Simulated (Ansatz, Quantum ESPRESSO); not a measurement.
# Lattice dynamics of KTaO3 (Pm-3m) in two programs, part 2 of 5

How does KTaO3 (Pm-3m) vibrate, and is this structure a minimum?

Quantum ESPRESSO 7.5; DFT LDA, scalar-relativistic, plane waves, PseudoDojo norm-conserving pseudopotentials.

So far. Step 2 (A first look): A gap of 2.1 eV opens on this mesh, so the crystal is taken as an insulator; the start stands at -7.6 GPa. Step 4 (Ground state): The cell stands at -0.029 GPa, close enough for phonons. The relaxed cell has a = 3.939 Å (conventional setting).

### 5. Phonons on a q mesh

Linear response treats each wavevector in the unit cell, with no supercell; the 2×2×2 mesh fixes the range of the force constants to be had.

ph.in

```
phonons
&INPUTPH
  prefix = 'x'
  outdir = './tmp'
  fildyn = 'x.dyn'
  tr2_ph = 1.0d-18
  epsil  = .true.
  ldisp  = .true.
  nq1    = 2
  nq2    = 2
  nq3    = 2
/
```

Command:

```bash
OMP_NUM_THREADS=1 mpirun -n 8 ph.x -nk 8 -in ph.in > ph.out
```

Numbers of over 12 decimals in the logs are rounded to 6 here.

The log of the run:

```text
[banners, grids, parts of the stress and lines that vanish by symmetry left out]
[banner, memory and clock lines left out]
Program PHONON v.7.5

[...]
Exchange-correlation= PW
                           (   1   4   0   0   0   0   0)
[...]
(   4 q-points):
[...]
kinetic-energy cut-off    =      84.0000  Ry
     charge density cut-off    =     336.0000  Ry
     convergence threshold     =      1.0E-18
[...]
Exchange-correlation= PW
                           (   1   4   0   0   0   0   0)
[...]
q = (   0.0000000   0.0000000   0.0000000 )
     49 Sym.Ops. (with q -> -q+G )
     G cutoff =  471.4698  (  42931 G-vectors)     FFT grid: ( 45, 45, 45)
     number of k points=    20
[...]
Mode symmetry, O_h (m-3m)  point group:
[...]
Dielectric constant
[...]
End of electric fields calculation
          Dielectric constant in cartesian axis
          (       5.438387935       0.000000000       0.000000000 )
          (       0.000000000       5.438387935       0.000000000 )
          (       0.000000000       0.000000000       5.438387935 )
          Effective charges (d Force / dE) in cartesian axis without acoustic sum rule applied (asr)
           atom    1  K     Mean Z*:        1.15459
      Ex  (        1.15459        0.00000        0.00000 )
      Ey  (        0.00000        1.15459        0.00000 )
      Ez  (        0.00000        0.00000        1.15459 )
           atom    2  Ta    Mean Z*:        8.72003
      Ex  (        8.72003        0.00000        0.00000 )
      Ey  (        0.00000        8.72003        0.00000 )
      Ez  (        0.00000        0.00000        8.72003 )
           atom    3  O     Mean Z*:       -3.30103
      Ex  (       -6.49529        0.00000        0.00000 )
      Ey  (        0.00000       -1.70390        0.00000 )
      Ez  (        0.00000        0.00000       -1.70390 )
           atom    4  O     Mean Z*:       -3.30103
      Ex  (       -1.70390        0.00000        0.00000 )
      Ey  (        0.00000       -6.49529        0.00000 )
      Ez  (        0.00000        0.00000       -1.70390 )
           atom    5  O     Mean Z*:       -3.30103
      Ex  (       -1.70390        0.00000        0.00000 )
      Ey  (        0.00000       -1.70390        0.00000 )
      Ez  (        0.00000        0.00000       -6.49529 )
          Effective charges Sum: Mean:       -0.02847
[...]
Effective charges (d Force / dE) in cartesian axis with asr applied:
           atom    1  K     Mean Z*:        1.16028
[...]
atom    2  Ta    Mean Z*:        8.72572
[...]
atom    3  O     Mean Z*:       -3.29534
[...]
atom    4  O     Mean Z*:       -3.29534
[...]
atom    5  O     Mean Z*:       -3.29534
[...]
Representation #   1 modes #   1   2   3
[...]
End of self-consistent calculation
     Convergence has been achieved
     Representation #   2 modes #   4   5   6
[...]
End of self-consistent calculation
     Convergence has been achieved
     Representation #   3 modes #   7   8   9
[...]
End of self-consistent calculation
     Convergence has been achieved
     Representation #   4 modes #  10  11  12
[...]
End of self-consistent calculation
     Convergence has been achieved
[...]
Convergence has been achieved
[...]
Dielectric constant in cartesian axis
          (       5.438387935       0.000000000       0.000000000 )
          (       0.000000000       5.438387935       0.000000000 )
          (       0.000000000       0.000000000       5.438387935 )
          Effective charges (d Force / dE) in cartesian axis without acoustic sum rule applied (asr)
           atom    1  K     Mean Z*:        1.15459
      Ex  (        1.15459        0.00000        0.00000 )
      Ey  (        0.00000        1.15459        0.00000 )
      Ez  (        0.00000        0.00000        1.15459 )
           atom    2  Ta    Mean Z*:        8.72003
      Ex  (        8.72003        0.00000        0.00000 )
      Ey  (        0.00000        8.72003        0.00000 )
      Ez  (        0.00000        0.00000        8.72003 )
           atom    3  O     Mean Z*:       -3.30103
      Ex  (       -6.49529        0.00000        0.00000 )
      Ey  (        0.00000       -1.70390        0.00000 )
      Ez  (        0.00000        0.00000       -1.70390 )
           atom    4  O     Mean Z*:       -3.30103
      Ex  (       -1.70390        0.00000        0.00000 )
      Ey  (        0.00000       -6.49529        0.00000 )
      Ez  (        0.00000        0.00000       -1.70390 )
           atom    5  O     Mean Z*:       -3.30103
      Ex  (       -1.70390        0.00000        0.00000 )
      Ey  (        0.00000       -1.70390        0.00000 )
      Ez  (        0.00000        0.00000       -6.49529 )
          Effective charges Sum: Mean:       -0.02847
[...]
Effective charges (d Force / dE) in cartesian axis with asr applied:
           atom    1  K     Mean Z*:        1.16028
[...]
atom    2  Ta    Mean Z*:        8.72572
[...]
atom    3  O     Mean Z*:       -3.29534
[...]
atom    4  O     Mean Z*:       -3.29534
[...]
atom    5  O     Mean Z*:       -3.29534
[...]
Effective charges (d P / du) in cartesian axis
[...]
q = (    0.000000000   0.000000000   0.000000000 )
[...]
freq (    1) =      -0.031089 [THz] =      -1.037032 [cm-1]
     freq (    2) =      -0.031089 [THz] =      -1.037032 [cm-1]
     freq (    3) =      -0.031089 [THz] =      -1.037032 [cm-1]
     freq (    4) =       2.743125 [THz] =      91.500788 [cm-1]
     freq (    5) =       2.743125 [THz] =      91.500788 [cm-1]
     freq (    6) =       2.743125 [THz] =      91.500788 [cm-1]
     freq (    7) =       5.527544 [THz] =     184.379025 [cm-1]
     freq (    8) =       5.527544 [THz] =     184.379025 [cm-1]
     freq (    9) =       5.527544 [THz] =     184.379025 [cm-1]
     freq (   10) =       7.460709 [THz] =     248.862455 [cm-1]
     freq (   11) =       7.460709 [THz] =     248.862455 [cm-1]
     freq (   12) =       7.460709 [THz] =     248.862455 [cm-1]
     freq (   13) =      16.652962 [THz] =     555.483026 [cm-1]
     freq (   14) =      16.652962 [THz] =     555.483026 [cm-1]
[...]
Mode symmetry, O_h (m-3m)  point group:
     freq (   1-   3) =         -1.0  [cm-1]   --> T_1u G_15  G_4- I
     freq (   4-   6) =         91.5  [cm-1]   --> T_1u G_15  G_4- I
     freq (   7-   9) =        184.4  [cm-1]   --> T_1u G_15  G_4- I
     freq (  10-  12) =        248.9  [cm-1]   --> T_2u G_25  G_5-
     freq (  13-  15) =        555.5  [cm-1]   --> T_1u G_15  G_4- I
[...]
Mode symmetry, D_4h(4/mmm) point group:
[...]
Representation #   1 mode #   1
[...]
Convergence has been achieved
     Representation #   2 mode #   2
[...]
Convergence has been achieved
     Representation #   3 modes #   3   4
[...]
Convergence has been achieved
     Representation #   4 modes #   5   6
[...]
Convergence has been achieved
     Representation #   5 mode #   7
[...]
Convergence has been achieved
     Representation #   6 mode #   8
[...]
Convergence has been achieved
[...]
Convergence has been achieved
     Representation #   8 modes #  10  11
[...]
Convergence has been achieved
     Representation #   9 modes #  12  13
[...]
Convergence has been achieved
[...]
q = (    0.000000000   0.000000000  -0.500000000 )
[...]
Mode symmetry, D_4h(4/mmm) point group:
     freq (   1-   2) =         64.6  [cm-1]   --> E_u  X_5' M_5'
     freq (   3-   4) =        165.9  [cm-1]   --> E_g  X_5  M_5
     freq (   5-   6) =        185.2  [cm-1]   --> E_u  X_5' M_5'
     freq (   7-   7) =        193.8  [cm-1]   --> A_1g X_1  M_1
     freq (   8-   8) =        214.7  [cm-1]   --> A_2u X_4' M_4'
     freq (   9-   9) =        276.1  [cm-1]   --> B_2u X_3' M_3'
     freq (  10-  11) =        329.7  [cm-1]   --> E_g  X_5  M_5
     freq (  12-  12) =        419.2  [cm-1]   --> A_2u X_4' M_4'
     freq (  13-  14) =        531.1  [cm-1]   --> E_u  X_5' M_5'
     freq (  15-  15) =        870.4  [cm-1]   --> A_1g X_1  M_1
[...]
Mode symmetry, D_4h(4/mmm) point group:
[...]
Representation #   8 mode #   9
[...]
Convergence has been achieved
     Representation #  11 modes #  14  15
[...]
Convergence has been achieved
[...]
q = (    0.000000000  -0.500000000  -0.500000000 )
[...]
Mode symmetry, D_4h(4/mmm) point group:
     freq (   1-   1) =         65.0  [cm-1]   --> A_2u X_4' M_4'
     freq (   2-   2) =        147.7  [cm-1]   --> A_2g X_4  M_4
     freq (   3-   4) =        155.2  [cm-1]   --> E_u  X_5' M_5'
     freq (   5-   5) =        165.8  [cm-1]   --> B_1u X_2' M_2'
     freq (   6-   7) =        240.5  [cm-1]   --> E_u  X_5' M_5'
     freq (   8-   9) =        329.8  [cm-1]   --> E_g  X_5  M_5
     freq (  10-  11) =        349.3  [cm-1]   --> E_u  X_5' M_5'
     freq (  12-  12) =        445.4  [cm-1]   --> B_2g X_3  M_3
     freq (  13-  13) =        498.9  [cm-1]   --> A_2u X_4' M_4'
     freq (  14-  14) =        614.0  [cm-1]   --> B_1g X_2  M_2
     freq (  15-  15) =        917.9  [cm-1]   --> A_1g X_1  M_1
[...]
Mode symmetry, O_h (m-3m)  point group:
[...]
Representation #   1 mode #   1
[...]
Convergence has been achieved
     Representation #   2 modes #   2   3
[...]
Convergence has been achieved
[...]
Convergence has been achieved
[...]
Convergence has been achieved
     Representation #   5 modes #  10  11  12
[...]
End of self-consistent calculation
     Convergence has been achieved
     Representation #   6 modes #  13  14  15
[...]
End of self-consistent calculation
     Convergence has been achieved
[...]
q = (   -0.500000000  -0.500000000  -0.500000000 )
[...]
freq (    8) =       7.971985 [THz] =     265.916783 [cm-1]
     freq (    9) =       7.971985 [THz] =     265.916783 [cm-1]
     freq (   10) =      12.821727 [THz] =     427.686767 [cm-1]
     freq (   11) =      12.821727 [THz] =     427.686767 [cm-1]
     freq (   12) =      12.821727 [THz] =     427.686767 [cm-1]
     freq (   13) =      17.377884 [THz] =     579.663809 [cm-1]
     freq (   14) =      17.377884 [THz] =     579.663809 [cm-1]
     freq (   15) =      28.502581 [THz] =     950.743777 [cm-1]
[...]
Mode symmetry, O_h (m-3m)  point group:
     freq (   1-   3) =        137.6  [cm-1]   --> T_1g G_15' G_4+
     freq (   4-   6) =        181.0  [cm-1]   --> T_2g G_25' G_5+
     freq (   7-   9) =        265.9  [cm-1]   --> T_1u G_15  G_4-
     freq (  10-  12) =        427.7  [cm-1]   --> T_2g G_25' G_5+
     freq (  13-  14) =        579.7  [cm-1]   --> E_g  G_12  G_3+
     freq (  15-  15) =        950.7  [cm-1]   --> A_1g G_1   G_1+
```

It took 52 min on 8 MPI ranks of Arm Neoverse N1, shared host.

This step gave:

```
miss of the charge sum rule                                        : 0.02847 e
largest acoustic frequency at the zone centre before the sum rule  : -1.04 cm⁻¹
highest optical zone-centre mode (no LO-TO term)                   : 555.5 cm⁻¹
lowest optical zone-centre mode                                    : 91.5 cm⁻¹
mean high-frequency dielectric constant                            : 5.438
largest Born charge in size (third of the trace)                   : 8.72 e
lowest mode on the q mesh (acoustic ones at the zone centre apart) : 64.56 cm⁻¹
```

Frequencies (cm⁻¹) at each irreducible wavevector; negative means imaginary. Frequencies by wavevector:

| q (fractions) | star | mode 1 | mode 2 | mode 3 | mode 4 | mode 13 | mode 14 | mode 15 |
| --- | --- | --- | --- | --- | --- | --- | --- | --- |
| 0 0 0 | 1 | -1.04 | -1.04 | -1.04 | 91.5 | 555.5 | 555.5 | 555.5 |
| 0 0 -0.5 | 3 | 64.56 | 64.56 | 165.9 | 165.9 | 531.1 | 531.1 | 870.4 |
| 0 -0.5 -0.5 | 3 | 64.98 | 147.7 | 155.2 | 155.2 | 498.9 | 614 | 917.9 |
| -0.5 -0.5 -0.5 | 1 | 137.6 | 137.6 | 137.6 | 181 | 579.7 | 579.7 | 950.7 |

Born charge (rows field, columns displacement), before the sum rule (e), principal values of the symmetric part by kind of site:

| atom | atoms with these values | low | middle | high | mean |
| --- | --- | --- | --- | --- | --- |
| K1 | 1 | 1.15 | 1.15 | 1.15 | 1.15 |
| Ta2 | 1 | 8.72 | 8.72 | 8.72 | 8.72 |
| O3 | 3 | -6.50 | -1.70 | -1.70 | -3.30 |

In full for O3:

```
-6.50  0.00  0.00
 0.00 -1.70  0.00
 0.00  0.00 -1.70
```

High-frequency dielectric tensor:

```
5.44 0.00 0.00
0.00 5.44 0.00
0.00 0.00 5.44
```

The acoustic modes at Γ come out as far as 1.0 cm⁻¹ from zero, where they should vanish, a small numerical error; the Born charges miss their sum rule by 0.028 e, which is fair.

### 6. Fourier transform to real space

The dynamical matrices of the mesh are Fourier-transformed to force constants in real space, after the long-range dipole part is taken out.

q2r.in

```
&INPUT
  fildyn = 'x.dyn'
  zasr   = 'simple'
  flfrc  = 'x.fc'
/
```

Command:

```bash
q2r.x < q2r.in > q2r.out
```

The log of the run:

```text
[banners, grids, parts of the stress and lines that vanish by symmetry left out]
[banner, memory and clock lines left out]
Program Q2R v.7.5

  reading grid info from file x.dyn0

  reading force constants from file x.dyn1
 macroscopic fields = T
   5.43839   0.00000   0.00000
   0.00000   5.43839   0.00000
[...]
na=            1
[...]
na=            2
[...]
na=            3
[...]
na=            4
[...]
na=            5
[...]
0.00000  -1.70390   0.00000
   0.00000   0.00000  -6.49529
  alpha Ewald:    1.403184
  nqs=            1
 q=   0.00000000  0.00000000  0.00000000
  reading force constants from file x.dyn2
  alpha Ewald:    1.403184
  nqs=            3
 q=   0.00000000  0.00000000 -0.50000000
[...]
reading force constants from file x.dyn3
  alpha Ewald:    1.403184
  nqs=            3
[...]
q=  -0.50000000  0.00000000 -0.50000000
  reading force constants from file x.dyn4
  alpha Ewald:    1.403184
  nqs=            1
 q=  -0.50000000 -0.50000000 -0.50000000

      q-space grid ok, #points =    8

      fft-check success (sum of imaginary terms < 10^-12)
```

Run time: 0.49 s. Hardware: 1 thread.

### 7. Dispersion

From the force constants any wavevector is cheap; points of the mesh come back as solved, but for the sum rule and, in polar crystals, the LO-TO term at Γ; the rest is interpolation.

matdyn.in

```
&INPUT
  asr              = 'simple'
  flfrc            = 'x.fc'
  flfrq            = 'x.freq'
  flvec            = 'x.modes'
  q_in_band_form   = .true.
  q_in_cryst_coord = .true.
/
8
  0.0000000   0.0000000   0.0000000  12  ! GAMMA
  0.0000000   0.5000000   0.0000000  12  ! X
  0.5000000   0.5000000   0.0000000  12  ! M
  0.0000000   0.0000000   0.0000000  12  ! GAMMA
  0.5000000   0.5000000   0.5000000  12  ! R
  0.0000000   0.5000000   0.0000000   1  ! X
  0.5000000   0.5000000   0.5000000  12  ! R
  0.5000000   0.5000000   0.0000000   1  ! M
```

Command:

```bash
matdyn.x -in matdyn.in > matdyn.out
```

The log of the run:

```text
[banner, memory and clock lines left out]
Program MATDYN v.7.5

 mass for atomic type   1 not given; uses mass from file x.fc
 mass for atomic type   2 not given; uses mass from file x.fc
 mass for atomic type   3 not given; uses mass from file x.fc
```

Wall time 0.58 s (1 thread).

Numbers from this step:

| Property | Result |
| --- | --- |
| lowest frequency on the path | 0 cm⁻¹ |

Matdyn.x, sum rule simple. Phonon branches along the path, in cm⁻¹:

| point | branch 1 | branch 2 | branch 3 | branch 4 | branch 12 | branch 13 | branch 14 | branch 15 |
| --- | --- | --- | --- | --- | --- | --- | --- | --- |
| Γ | 0 | 0 | 0 | 92 | 400 | 556 | 556 | 819 |
| halfway | 50 | 50 | 146 | 146 | 409 | 545 | 545 | 844 |
| X | 65 | 65 | 166 | 166 | 419 | 531 | 531 | 870 |
| halfway | 65 | 144 | 157 | 166 | 437 | 518 | 584 | 887 |
| M | 65 | 148 | 155 | 155 | 445 | 499 | 614 | 918 |
| halfway | 58 | 126 | 166 | 166 | 425 | 534 | 578 | 855 |
| Γ | 0 | 0 | 0 | 92 | 400 | 556 | 556 | 819 |
| halfway | 145 | 145 | 152 | 203 | 427 | 568 | 568 | 870 |
| R | 138 | 138 | 138 | 181 | 428 | 580 | 580 | 951 |
| halfway | 148 | 158 | 174 | 181 | 435 | 556 | 580 | 902 |
| X | 65 | 65 | 166 | 166 | 419 | 531 | 531 | 870 |
| jump to R | 138 | 138 | 138 | 181 | 428 | 580 | 580 | 951 |
| halfway | 143 | 168 | 168 | 174 | 436 | 550 | 597 | 930 |
| M | 65 | 148 | 155 | 155 | 445 | 499 | 614 | 918 |

All branches are real along the path.

### 8. Density of states

Sums over the zone need many more wavevectors than were solved, so the interpolation is sampled on a dense mesh.

matdyn.in

```
&INPUT
  asr    = 'simple'
  flfrc  = 'x.fc'
  dos    = .true.
  fldos  = 'x.dos'
  nk1    = 11
  nk2    = 11
  nk3    = 11
  deltaE = 1.0
/
```

Command:

```bash
matdyn.x -in matdyn.in > matdyn.out
```

The log of the run:

```text
[banner, memory and clock lines left out]
Program MATDYN v.7.5

 mass for atomic type   1 not given; uses mass from file x.fc
 mass for atomic type   2 not given; uses mass from file x.fc
 mass for atomic type   3 not given; uses mass from file x.fc
```

Elapsed: 30 s, on 1 thread.

This step gave:

| Property | Result |
| --- | --- |
| share of modes beyond 3i cm⁻¹ on the dense interpolated mesh | 0 |
| zero-point energy per atom | 59.38 meV |
| heat capacity at 300 K | 20.13 J/(mol atoms K) |
| vibrational entropy at 300 K | 21.81 J/(mol atoms K) |

The phonon density of states has structure finer than the step of the table below, so its rows give means over 25 cm⁻¹, whole bins alone (the curve runs from 0 to 948 cm⁻¹). Peaks (cm⁻¹: height): total 168.0: 0.109, 198.0: 0.0714, 216.0: 0.0730, 432.0: 0.0561; K 168.0: 0.0875; O 198.0: 0.0407, 210.0: 0.0369, 432.0: 0.0518, 552.0: 0.0309; Ta 72.0: 0.0178, 156.0: 0.0227, 216.0: 0.0227, 264.0: 0.0135.

Tetrahedra. Table of phonon density of states by wavenumber; means over each step; values in 1/cm⁻¹/cell:

| wavenumber (cm⁻¹) | total | K | O | Ta |
| --- | --- | --- | --- | --- |
| 25 | 4.8e-4 | 6.2e-5 | 4.2e-5 | 3.8e-4 |
| 50 | 0.00456 | 3.5e-4 | 1.3e-4 | 0.00407 |
| 75 | 0.0175 | 9.3e-4 | 2.4e-4 | 0.0163 |
| 100 | 0.0136 | 0.00158 | 4.8e-4 | 0.0115 |
| 125 | 0.0167 | 0.00407 | 0.00161 | 0.0110 |
| 150 | 0.0598 | 0.0335 | 0.0100 | 0.0164 |
| 175 | 0.0729 | 0.0509 | 0.0139 | 0.00800 |
| 200 | 0.0600 | 0.0181 | 0.0328 | 0.00905 |
| 225 | 0.0557 | 0.00904 | 0.0296 | 0.0170 |
| 250 | 0.0320 | 0.00175 | 0.0215 | 0.00876 |
| 275 | 0.0268 | 0.00110 | 0.0173 | 0.00841 |
| 300 | 0.0205 | 2.8e-4 | 0.0182 | 0.00202 |
| 325 | 0.0202 | 1.1e-4 | 0.0191 | 9.9e-4 |
| 350 | 0.0168 | 1.1e-4 | 0.0155 | 0.00125 |
| 375 | 0.0124 | 3.9e-5 | 0.0118 | 5.6e-4 |
| 400 | 0.0117 | 4.4e-5 | 0.0111 | 5.0e-4 |
| 425 | 0.0319 | 1.7e-4 | 0.0290 | 0.00267 |
| 450 | 0.00809 | 2.3e-5 | 0.00771 | 3.5e-4 |
| 475 | 0 | 0 | 0 | 0 |
| 500 | 0.00139 | 0 | 0.00139 | 2.2e-6 |
| 525 | 0.0150 | 0 | 0.0150 | 2.0e-5 |
| 550 | 0.0289 | 0 | 0.0289 | 2.5e-5 |
| 575 | 0.0223 | 0 | 0.0223 | 2.3e-5 |
| 600 | 0.0120 | 0 | 0.0120 | 1.4e-5 |
| 625 | 2.9e-4 | 0 | 2.9e-4 | 0 |
| 650 | 0 | 0 | 0 | 0 |
| 675 | 0 | 0 | 0 | 0 |
| 700 | 0 | 0 | 0 | 0 |
| 725 | 0 | 0 | 0 | 0 |
| 750 | 0 | 0 | 0 | 0 |
| 775 | 0 | 0 | 0 | 0 |
| 800 | 0 | 0 | 0 | 0 |
| 825 | 0.00349 | 2.2e-5 | 0.00327 | 1.9e-4 |
| 850 | 0.00713 | 2.8e-5 | 0.00691 | 1.9e-4 |
| 875 | 0.0133 | 2.8e-5 | 0.0131 | 1.4e-4 |
| 900 | 0.0109 | 8.7e-6 | 0.0108 | 6.4e-5 |
| 925 | 0.00561 | 0 | 0.00559 | 2.0e-5 |

Harmonic thermodynamic functions per atom, summed over the density of states scaled to three modes an atom; melting is ignored. Thermodynamic functions:

| T (K) | F_vib (meV/atom) | S (J/mol-atom/K) | C_V (J/mol-atom/K) |
| --- | --- | --- | --- |
| 0 | 59.38 | 0 | 0 |
| 50 | 59.24 | 1.06 | 2.883 |
| 100 | 57.71 | 5.14 | 9.414 |
| 200 | 47.54 | 14.29 | 16.79 |
| 300 | 28.68 | 21.81 | 20.13 |
| 400 | 2.84 | 27.86 | 21.84 |
| 500 | -28.7 | 32.85 | 22.81 |
| 600 | -64.98 | 37.06 | 23.39 |
| 700 | -105.3 | 40.7 | 23.77 |
| 800 | -149.2 | 43.89 | 24.03 |
| 900 | -196.2 | 46.73 | 24.21 |
| 1000 | -245.9 | 49.29 | 24.35 |

At 300 K the heat capacity has reached 81 % of the Dulong-Petit value.

(Continued in part 3 of 5.)

[Host names and launcher messages were left out of these logs when they were recorded.]

[Logs are printed without paths, hosts, clocks, repeated set-up lines and the standing remarks that a program may print on its own settings, such as how far it seeks lower states.]

[Hosts, paths, dates, database ids (printed as entryN), source tags and the programs' standing remarks are cut or masked in the printed files.]
